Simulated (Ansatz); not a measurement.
The crystal is NbInO4 (P2/c).

```xyz
12
Lattice="4.8355 0.0000 0.0000 0.0000 5.7709 0.0000 -0.1014 0.0000 5.1430" Properties=species:S:1:pos:R:3 pbc="T T T"
Nb   -0.0254    1.0266    1.2857
Nb   -0.0761    4.7443    3.8572
In    2.3924    3.9386    1.2857
In    2.3417    1.8323    3.8572
O     1.1658    3.5664    4.6338
O     3.5175    3.5664    3.0807
O     3.5682    2.2045    0.5092
O     1.2166    2.2045    2.0623
O     1.0049    5.1823    2.2526
O     3.7799    5.1823    0.3189
O     3.7292    0.5886    2.8904
O     0.9541    0.5886    4.8241
```

The cell and positions come from the Crystallography Open Database and are kept as given unless a step says otherwise. PAW set soft_2, made with PBE.

Gaps computed with Ansatz 0.2.0 without a self-energy: LDA 3.20 eV, r2SCAN 3.80 eV, r2SCAN+SOC 3.80 eV and PBE0 5.60 eV. The mean ε∞ by r2SCAN perturbation theory is 4.83.

Estimate the G0W0@r2SCAN gap with 4×2×4 mesh, 659 empty bands, screening to 160 eV, default PAW files.

About 4.89 eV: on its mesh the run moves the gap from 3.85 eV by +1.10 eV, and the mesh misses the edges by 0.05 eV. Among the scalar-relativistic levels given, PBE0 is nearest (+0.71 eV). One-shot corrections scale roughly with one over ε∞, here 0.21. Bands and cutoff are finite, so the gap stands short of the basis limit, usually by up to a few tenths of an eV; the mesh is an error of its own. The 4×2×4 mesh is coarse for this cell (its supercell is 12 Å along the shortest edge). The RPA ε∞ on it, from the r2SCAN start, is 4.41, 4.51 and 4.75; such meshes misread the long-range screening, most where the gap is narrow. The many-body steps are scalar-relativistic: spin-orbit coupling is not in them.

[Long decimals in the printed logs are rounded to 6 places.]

[Logs are printed without paths, hosts, clocks, repeated set-up lines and the standing remarks that a program may print on its own settings, such as how far it seeks lower states.]

[Paths, hosts, dates, memory and timing lines, banners, echoed tables and standing remarks are left out of the program output; an Ansatz launch command may be rebuilt from the run's recorded settings. Measured values are a selection of at most five: reports struck by readers or far from the other reports are left out. None is set beside runs whose start may be inverted or whose files or cutoffs have a known fault.]

[Runs of the session that timed out or met a known fault of the program may be left out.]

[Cells called generated may have been cut or substituted from an entry of the Crystallography Open Database or the Materials Project.]

[Hosts, paths, dates, database ids (printed as entryN), source tags and the programs' standing remarks are cut or masked in the printed files.]

[Where the starting crystal was built by hand or by swapping elements, it need not be the compound's stable phase.]
